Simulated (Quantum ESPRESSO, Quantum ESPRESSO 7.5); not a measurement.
# 1T-HfO2, 1 layer: a series in biaxial strain

Aim: how the results for 1T-HfO2, 1 layer change with biaxial strain.

Method: plane-wave DFT, PBE, GBRV ultrasoft pseudopotentials, in Quantum ESPRESSO 7.5.

## 1. The structure

The cell holds 3 atoms: 2 O and 1 Hf. Its edges and angles: a = 3.240 Å, b = 3.240 Å, c = 17.519 Å, α = 90.0°, β = 90.0°, γ = 120.0°. It derives from HfO2. Vacuum lies along c.

Set-up: Cell and atoms are first relaxed; each strained cell is then held and the atoms relax in it. A periodic run with 15 Å of vacuum in the starting cell gives the vacuum levels, and bands follow along a path.

Members -2, -1, 0, 1 and 2 took the same steps and show in the table alone.

This sheet is a model structure: its symmetry is held, and its stability is not tested here.

## 2. Variable-cell relaxation of the reference

What the set-up leaves free in this member is relaxed.

ref.relax.in reads:

```
&control
  prefix = 'ref.relax'
  outdir = './out'
  pseudo_dir = './pseudo'
  nstep = 80
  forc_conv_thr = 0.0004
  calculation = 'vc-relax'
  etot_conv_thr = 1e-06
/
&system
  ibrav = 0
  nat = 3
  ntyp = 2
  ecutwfc = 50
  ecutrho = 250
  occupations = 'smearing'
  smearing = 'fd'
  degauss = 0.004
/
&electrons
  conv_thr = 1e-09
  mixing_beta = 0.4
  electron_maxstep = 120
  mixing_mode = 'plain'
/
&ions
/
&cell
  cell_dofree = '2Dxy'
  press_conv_thr = 0.3
/
ATOMIC_SPECIES
  O   15.9990  o_pbe_v1.2.uspp.F.UPF
  Hf  178.4900  hf_pbe_v1.uspp.F.UPF
CELL_PARAMETERS angstrom
  3.24000000000000 0.00000000000000 0.00000000000000
  -1.62000000000000 2.80592230826158 0.00000000000000
  0.00000000000000 0.00000000000000 17.51859087586690
ATOMIC_POSITIONS crystal
  O   0.666666666700 0.333333333300 0.428116624970
  Hf  0.000000000000 0.000000000000 0.500000000000
  O   0.333333333300 0.666666666700 0.571883375030
K_POINTS automatic
  12 12 1 0 0 0
```

Command:

```bash
$ OMP_NUM_THREADS=1 mpirun -n 4 pw.x -nk 4 -in ref.relax.in > ref.relax.out
```

The program printed:

```text
Program PWSCF v.7.5 starts
[citation notice left out]

     Parallel version (MPI & OpenMP), running on       4 processor cores
     Number of MPI processes:                 4
     Threads/MPI process:                     1

     MPI processes distributed on     1 nodes
[...]
Current dimensions of program PWSCF are:
     Max number of different atomic species (ntypx) = 10
     Max number of k-points (npk) =  40000
     Max angular momentum in pseudopotentials (lmaxx) =  4
     Message from routine setup:
     using ibrav=0 with symmetry is DISCOURAGED, use correct ibrav instead

     K-points division:     npool     =       4
     Subspace diagonalization in iterative solution of the eigenvalue problem:
     a serial algorithm will be used

     G-vector sticks info
     --------------------
     sticks:   dense  smooth     PW     G-vecs:    dense   smooth      PW
     Sum         649     511    151                71867    51359    8499

     Using Slab Decomposition

     bravais-lattice index     =            0
     lattice parameter (alat)  =       6.1227  a.u.
     unit-cell volume          =    1074.7722 (a.u.)^3
     number of atoms/cell      =            3
     number of atomic types    =            2
     number of electrons       =        24.00
     number of Kohn-Sham states=           16
     kinetic-energy cutoff     =      50.0000  Ry
     charge density cutoff     =     250.0000  Ry
     scf convergence threshold =      1.0E-09
     mixing beta               =       0.4000
     number of iterations used =            8  plain     mixing
     energy convergence thresh.=      1.0E-06
     force convergence thresh. =      4.0E-04
     press convergence thresh. =      3.0E-01
     Exchange-correlation= SLA  PW   PBE  PBE
                           (   1   4   3   4   0   0   0)
     nstep                     =           80

     celldm(1)=   6.122713  celldm(2)=   0.000000  celldm(3)=   0.000000
     celldm(4)=   0.000000  celldm(5)=   0.000000  celldm(6)=   0.000000

     crystal axes: (cart. coord. in units of alat)
               a(1) = (   1.000000   0.000000   0.000000 )
               a(2) = (  -0.500000   0.866025   0.000000 )
               a(3) = (   0.000000   0.000000   5.406972 )

     reciprocal axes: (cart. coord. in units 2 pi/alat)
               b(1) = (  1.000000  0.577350 -0.000000 )
               b(2) = (  0.000000  1.154701  0.000000 )
               b(3) = (  0.000000 -0.000000  0.184946 )

     PseudoPot. # 1 for O  read from file:
     ./pseudo/o_pbe_v1.2.uspp.F.UPF
     Pseudo is Ultrasoft + core correction, Zval =  6.0
     Generated by new atomic code, or converted to UPF format
     Using radial grid of  737 points,  5 beta functions with:
                l(1) =   0
                l(2) =   0
                l(3) =   1
                l(4) =   1
                l(5) =   2
     Q(r) pseudized with  8 coefficients,  rinner =    0.900   0.900   0.900
                                                       0.900   0.900

     PseudoPot. # 2 for Hf read from file:
     ./pseudo/hf_pbe_v1.uspp.F.UPF
     Pseudo is Ultrasoft + core correction, Zval = 12.0
     Generated by new atomic code, or converted to UPF format
     Using radial grid of  921 points,  8 beta functions with:
                l(1) =   0
                l(2) =   0
                l(3) =   0
                l(4) =   1
                l(5) =   1
                l(6) =   2
                l(7) =   2
                l(8) =   3
     Q(r) pseudized with  6 coefficients,  rinner =    1.200   1.200   1.200
                                                       1.200   1.200   1.200
                                                       1.200

     atomic species   valence    mass     pseudopotential
     O                 6.00    15.99900     O ( 1.00)
     Hf               12.00   178.49000     Hf( 1.00)

     12 Sym. Ops., with inversion, found

   Cartesian axes

     site n.     atom                  positions (alat units)
         1        O      tau(   1) = (   0.5000000   0.2886751   2.3148148  )
         2        Hf     tau(   2) = (   0.0000000   0.0000000   2.7034862  )
         3        O      tau(   3) = (  -0.0000000   0.5773503   3.0921577  )

     number of k points=    19  Fermi-Dirac smearing, width (Ry)=  0.0040
                       cart. coord. in units 2pi/alat
        k(    1) = (   0.0000000   0.0000000   0.0000000), wk =   0.0138889
        k(    2) = (   0.0000000   0.0962250   0.0000000), wk =   0.0833333
        k(    3) = (   0.0000000   0.1924501   0.0000000), wk =   0.0833333
        k(    4) = (   0.0000000   0.2886751   0.0000000), wk =   0.0833333
        k(    5) = (   0.0000000   0.3849002   0.0000000), wk =   0.0833333
        k(    6) = (   0.0000000   0.4811252   0.0000000), wk =   0.0833333
        k(    7) = (   0.0000000  -0.5773503   0.0000000), wk =   0.0416667
        k(    8) = (   0.0833333   0.1443376   0.0000000), wk =   0.0833333
        k(    9) = (   0.0833333   0.2405626   0.0000000), wk =   0.1666667
        k(   10) = (   0.0833333   0.3367877   0.0000000), wk =   0.1666667
[...]
k(   19) = (   0.3333333   0.5773503   0.0000000), wk =   0.0277778

     Dense  grid:    71867 G-vectors     FFT dimensions: (  32,  32, 180)

     Smooth grid:    51359 G-vectors     FFT dimensions: (  27,  27, 150)

     Estimated max dynamical RAM per process >     182.69 MB

     Estimated total dynamical RAM >     678.14 MB

     Check: negative core charge=   -0.000007

     Initial potential from superposition of free atoms

     starting charge      22.0000, renormalised to      24.0000

     negative rho (up, down):  1.206E-01 0.000E+00
     Starting wfcs are   21 randomized atomic wfcs

     total cpu time spent up to now is        4.9 secs

     per-process dynamical memory:    69.7 Mb

     Self-consistent Calculation

     iteration #  1     ecut=    50.00 Ry     beta= 0.40
     Davidson diagonalization with overlap
     ethr =  1.00E-02,  avg # of iterations =  4.8

     negative rho (up, down):  1.166E-01 0.000E+00

     total cpu time spent up to now is        7.9 secs

     total energy              =    -223.83160725 Ry
     estimated scf accuracy    <       1.00982126 Ry

     iteration #  2     ecut=    50.00 Ry     beta= 0.40
[...]
negative rho (up, down):  1.161E-01 0.000E+00

[...]
total energy              =    -223.88469653 Ry
     estimated scf accuracy    <       0.28542024 Ry

     iteration #  3     ecut=    50.00 Ry     beta= 0.40
[...]
internal energy E=F+TS    =    -223.98846284 Ry

     The total energy is F=E-TS. E is the sum of the following terms:
     one-electron contribution =    -889.21902547 Ry
     hartree contribution      =     445.64517195 Ry
     xc contribution           =     -90.37766813 Ry
     ewald contribution        =     309.96305881 Ry

     convergence has been achieved in   8 iterations

     negative rho (up, down):  1.192E-01 0.000E+00

     Forces acting on atoms (cartesian axes, Ry/au):

     atom    1 type  1   force =     0.00000000    0.00000000    0.06007602
     atom    2 type  2   force =     0.00000000    0.00000000    0.00000000
     atom    3 type  1   force =    -0.00000000   -0.00000000   -0.06007602

     Total force =     0.084960     Total SCF correction =     0.000077

     Computing stress (Cartesian axis) and pressure

     negative rho (up, down):  1.192E-01 0.000E+00
          total   stress  (Ry/bohr**3)                   (kbar)     P=      -13.17
  -0.00001693  -0.00000000  -0.00000000           -2.49       -0.00       -0.00
  -0.00000000  -0.00001693  -0.00000000           -0.00       -2.49       -0.00
  -0.00000000  -0.00000000  -0.00023478           -0.00       -0.00      -34.54

     Energy error            =      3.4E-02 Ry
     Gradient error          =      6.0E-02 Ry/Bohr
     Cell gradient error     =      2.5E+00 kbar

     number of scf cycles    =   3
     number of bfgs steps    =   2

     enthalpy           old  =    -223.9549343083 Ry
     enthalpy           new  =    -223.9884628423 Ry

     CASE: enthalpy          _new < enthalpy          _old

     new trust radius        =       0.1755978348 bohr
     new conv_thr            =       0.0000000010 Ry

     new unit-cell volume =   1038.35293 a.u.^3 (   153.86803 Ang^3 )
     density =      2.27158 g/cm^3

CELL_PARAMETERS (angstrom)
   3.184632287  -0.000000000   0.000000000
  -1.592316143   2.757972462   0.000000000
   0.000000000   0.000000000  17.518590876

ATOMIC_POSITIONS (crystal)
O                0.6666666667        0.3333333333        0.4436483862
Hf              -0.0000000000        0.0000000000        0.5000000000
O                0.3333333333        0.6666666667        0.5563516138

[...]
NEW-OLD atomic charge density approx. for the potential
     New effective cutoffs (rho, wfc):  258.09   51.73

     Check: negative core charge=   -0.000005

     negative rho (up, down):  1.203E-01 0.000E+00

     total cpu time spent up to now is       89.2 secs

     per-process dynamical memory:   106.6 Mb

[...]
!    total energy              =    -223.99779051 Ry
[...]
Total force =     0.008291     Total SCF correction =     0.000054
[...]
number of bfgs steps    =   3
[...]
new trust radius        =       0.0255659503 bohr
[...]
!    total energy              =    -223.99903220 Ry
[...]
Total force =     0.004374     Total SCF correction =     0.000019
[...]
number of bfgs steps    =   4
[...]
new trust radius        =       0.0281225453 bohr
[...]
!    total energy              =    -223.99996186 Ry
[...]
Total force =     0.007217     Total SCF correction =     0.000002
[...]
number of bfgs steps    =   5
[...]
new trust radius        =       0.0421838179 bohr
[...]
!    total energy              =    -224.00083784 Ry
[...]
Total force =     0.005658     Total SCF correction =     0.000007
[...]
number of bfgs steps    =   6
[...]
new trust radius        =       0.0287952773 bohr
[...]
!    total energy              =    -224.00104765 Ry
[...]
Total force =     0.001602     Total SCF correction =     0.000014
[...]
number of bfgs steps    =   7
[...]
new trust radius        =       0.0026944880 bohr
[...]
!    total energy              =    -224.00105100 Ry
[...]
Total force =     0.000448     Total SCF correction =     0.000007
[...]
number of bfgs steps    =   8
[...]
new trust radius        =       0.0007291686 bohr
[...]
!    total energy              =    -224.00105132 Ry
[...]
Total force =     0.000010     Total SCF correction =     0.000012
[...]
Self-consistent Calculation

     iteration #  1     ecut=    50.00 Ry     beta= 0.40
     Davidson diagonalization with overlap
     c_bands:  1 eigenvalues not converged
     c_bands:  1 eigenvalues not converged
     c_bands:  1 eigenvalues not converged
     c_bands:  2 eigenvalues not converged
     c_bands:  1 eigenvalues not converged
     ethr =  1.00E-06,  avg # of iterations = 19.8

     negative rho (up, down):  1.160E-01 0.000E+00

     total cpu time spent up to now is      237.3 secs

     total energy              =    -223.91624269 Ry
     estimated scf accuracy    <       1.04406141 Ry

[...]
iteration # 13     ecut=    50.00 Ry     beta= 0.40
[...]
negative rho (up, down):  1.188E-01 0.000E+00

[...]
End of self-consistent calculation

          k = 0.0000 0.0000 0.0000 (  6351 PWs)   bands (ev):

   -64.0245 -32.8981 -32.4387 -32.4387 -20.9407 -19.0743  -7.4798  -7.4798
    -7.1024  -4.5522  -4.1685  -4.1685   1.2741   1.6049   3.0250   3.1144

          k = 0.0000 0.0960 0.0000 (  6394 PWs)   bands (ev):

   -64.0221 -32.8869 -32.4966 -32.4488 -20.8305 -19.1439  -7.4458  -7.3948
    -7.0254  -4.5215  -4.3874  -4.2666   1.2644   1.4376   1.8172   3.1343

          k = 0.0000 0.1921 0.0000 (  6404 PWs)   bands (ev):

   -64.0156 -32.8567 -32.6497 -32.4763 -20.5387 -19.3203  -7.3491  -7.1644
    -6.8340  -5.1111  -4.4999  -4.1934   1.2069   1.8552   2.2531   3.4192

          k = 0.0000 0.2881 0.0000 (  6420 PWs)   bands (ev):

   -64.0066 -32.8639 -32.8007 -32.5135 -20.1981 -19.4921  -7.3017  -6.8630
    -6.6682  -5.5243  -4.7433  -4.0152   1.1476   2.3708   2.4564   3.7675

          k = 0.0000 0.3841 0.0000 (  6462 PWs)   bands (ev):

   -63.9977 -33.0479 -32.7648 -32.5504 -20.0984 -19.4085  -7.6174  -6.6017
    -6.4238  -5.3793  -4.8888  -4.0525   1.0930   2.3735   2.8360   4.3385

          k = 0.0000 0.4802 0.0000 (  6460 PWs)   bands (ev):

   -63.9911 -33.1824 -32.7328 -32.5772 -20.1953 -19.1667  -8.0187  -6.4617
    -6.0079  -5.1519  -4.9120  -4.2468   1.0273   2.2260   3.1501   5.1904

[...]
the Fermi energy is    -2.2095 ev

!    total energy              =    -224.00104533 Ry
     estimated scf accuracy    <          5.6E-12 Ry
     smearing contrib. (-TS)   =      -0.00000000 Ry
     internal energy E=F+TS    =    -224.00104533 Ry

     The total energy is F=E-TS. E is the sum of the following terms:
     one-electron contribution =    -888.49756982 Ry
     hartree contribution      =     445.52306035 Ry
     xc contribution           =     -90.45692148 Ry
     ewald contribution        =     309.43038561 Ry

     convergence has been achieved in  13 iterations

     negative rho (up, down):  1.188E-01 0.000E+00

     Forces acting on atoms (cartesian axes, Ry/au):

     atom    1 type  1   force =    -0.00000000   -0.00000000   -0.00000176
     atom    2 type  2   force =    -0.00000000   -0.00000000    0.00000000
     atom    3 type  1   force =     0.00000000    0.00000000    0.00000176

     Total force =     0.000002     Total SCF correction =     0.000002
     SCF correction compared to forces is large: reduce conv_thr to get better values

     Computing stress (Cartesian axis) and pressure

     ne
```

Elapsed: 4.4 min, on 4 MPI ranks of Intel Xeon Platinum 8259CL at 2.50GHz (Skylake/Cascade Lake), shared host; peak memory 0.95 GiB; 17 min of CPU time.

Relaxation path:

| step | energy less that of the first step (eV) | largest force (eV/Å) | volume (Å³) |
| --- | --- | --- | --- |
| 1 | 0.0000 | 4.1454 | 159.26 |
| 2 | -0.6670 | 3.0423 | 156.98 |
| 3 | -1.1232 | 1.5446 | 154.84 |
| 4 | -1.2501 | 0.1507 | 153.87 |
| 5 | -1.2670 | 0.0795 | 155.09 |
| 6 | -1.2796 | 0.1312 | 156.44 |
| 7 | -1.2916 | 0.1029 | 158.48 |
| 8 | -1.2944 | 0.0291 | 159.88 |
| 9 | -1.2945 | 0.0081 | 159.92 |
| 10 | -1.2945 | 0.0002 | 159.91 |
| 11 | -1.2944 | 0.0000 | 159.91 |

| cell as run | before | after | change |
| --- | --- | --- | --- |
| a (Å) | 3.240 | 3.247 | +0.2 % |
| b (Å) | 3.240 | 3.247 | +0.2 % |

The atoms that moved most (Å, along periodic axes as changes of fractional coordinates times the final cell, across vacuum about the mean position):

| atom | dx | dy | dz | length |
| --- | --- | --- | --- | --- |
| O3 | 0.000 | 0.000 | -0.293 | 0.293 |
| O1 | 0.000 | 0.000 | 0.293 | 0.293 |

Final coordinates:

```xyz
3
Lattice="3.2465 0.0000 0.0000 -1.6233 2.8116 0.0000 0.0000 0.0000 17.5186" Properties=species:S:1:pos:R:3
O     1.6233    0.9372    7.7931
Hf    0.0000    0.0000    8.7593
O     0.0000    1.8744    9.7255
```

 The last row is no step: it is a fresh SCF in the final cell with a new plane-wave basis, +0 meV from the row before.

Read from the output:

| Quantity | Value |
| --- | --- |
| free energy | -3047.6895 eV |
| Fermi energy | -2.209 eV |

[end of part 1 of 7]

[Logs are printed without paths, hosts, clocks, repeated set-up lines and the standing remarks that a program may print on its own settings, such as how far it seeks lower states.]

[Hosts, paths, dates, database ids (printed as entryN), source tags and the programs' standing remarks are cut or masked in the printed files.]

[Maps of the electrostatic potential energy from Ansatz leave out the sawtooth potential of an applied field or a dipole correction, so their vacuum need not be flat; planar profiles and work functions include it.]
